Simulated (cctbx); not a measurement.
**A disordered crystal of nominal La2Ti5ReMo2**

Cell a = 11.4280 Å, b = 11.4280 Å, c = 5.8290 Å, α = 90.00°, β = 90.00°, γ = 90.00°; space group P4/mnc (no. 128); nominal formula La2Ti5ReMo2.

Simulated single-crystal data (cctbx): Ag Kα, λ = 0.56087 Å, to d = 0.77 Å, 95 % of the full sphere, strongest reflection 5000 counts, noise from counting, a 2 % proportional error and a noise floor of 2 counts (s.d.); no absorption.

With every site full:

```text
Rint 0.067, 483 unique reflections to 0.77 A
cycle     R1     wR2    GooF  max shift (A)
   1  0.1935  0.4321  13.262   0.02737
   2  0.0975  0.2594   7.962   0.00050
final R1 0.0975 wR2 0.2594 GooF 7.962  parameters 29  data/parameter 16.7
atom        x        y        z      Ueq    occ   su(xyz)  su(Uiso or U11)
Re1    0.50000  0.00000  0.75000   0.0358  1.000  0.00000  0.0016
La1    0.76721  0.92337  0.00000   0.0112  1.000  0.00028  0.0014
Mo1    0.64959  0.62257  0.00000   0.0104  1.000  0.00039  0.0020
Ti1    0.52652  0.80995  0.00000   0.0226  1.000  0.00106  0.0062
Ti2    0.00000  0.00000  0.25494   0.0224  1.000  0.00294  0.0049
Ti3    0.32640  0.82640  0.75000   0.0170  1.000  0.00066  0.0031
difference map: max 9.11 min -10.23 rms 1.50
Q1    0.0529  0.7585  0.0000    8    9.25  0.29 A from La1
Q2    0.1083  0.7604  0.0000    8    8.56  0.37 A from La1
Q3    0.1343  0.1666  0.5000    8    7.18  0.24 A from Mo1
Q4    0.0189  0.6550  0.5000    8    5.64  0.41 A from Ti1
Q5    0.1518  0.3482  0.2500    8    4.03  0.35 A from Ti3
Q6    0.0000  0.0000  0.2454    4    3.57  0.06 A from Ti2
```

With the occupancies of the suspect sites free, each still typed as its main element:

```text
Rint 0.067, 483 unique reflections to 0.77 A
cycle     R1     wR2    GooF  max shift (A)
   1  0.1989  0.4414  13.563   0.01965
   5  0.0146  0.0297   0.912   0.00001
final R1 0.0146 wR2 0.0297 GooF 0.912  parameters 30  data/parameter 16.1
atom        x        y        z      Ueq    occ   su(xyz)  su(Uiso or U11)
Re1    0.50000  0.00000  0.75000   0.0167  0.603  0.00000  0.0002
La1    0.76718  0.92347  0.00000   0.0209  1.000  0.00003  0.0002
Mo1    0.64978  0.62276  0.00000   0.0203  1.000  0.00005  0.0002
Ti1    0.52557  0.81206  0.00000   0.0319  1.000  0.00012  0.0007
Ti2    0.00000  0.00000  0.25569   0.0324  1.000  0.00032  0.0006
Ti3    0.32727  0.82727  0.75000   0.0286  1.000  0.00008  0.0004
su of occupancy Re1: 0.002
difference map: max 0.94 min -0.83 rms 0.20
Q1    0.1485  0.6485  0.2500    8    0.95  2.07 A from Ti1
Q2    0.1818  0.2507  0.5000    8    0.81  1.34 A from Mo1
Q3    0.1449  0.7418  0.0000    8    0.73  0.83 A from La1
Q4    0.0329  0.6898  0.1817   16    0.67  1.47 A from La1
Q5    0.1564  0.2865  0.2066   16    0.64  0.56 A from Ti3
Q6    0.2038  0.2378  0.3077   16    0.64  1.13 A from Ti3
```

**Question.** What is the disorder?

X-rays count electrons. Re1 refines to 0.603(0.002), or 45.2 electrons; the site truly holds 0.6 Re, 45.0 electrons, which is 0.600 of Re. A value under 1 can't tell vacancies from a lighter guest, and one over 1 needs a heavier guest; chemistry or a second radiation must settle which. Occupancy correlates with U and the scale, so the match is approximate.

Freeing them takes R1 from 0.0975 to 0.0146 and GooF from 7.96 to 0.91.

This is a model crystal, built by substitution and not relaxed, with assumed displacement parameters.

[Middle refinement cycles are left out of these outputs.]

[Logs are printed without paths, hosts, clocks, repeated set-up lines and the standing remarks that a program may print on its own settings, such as how far it seeks lower states.]
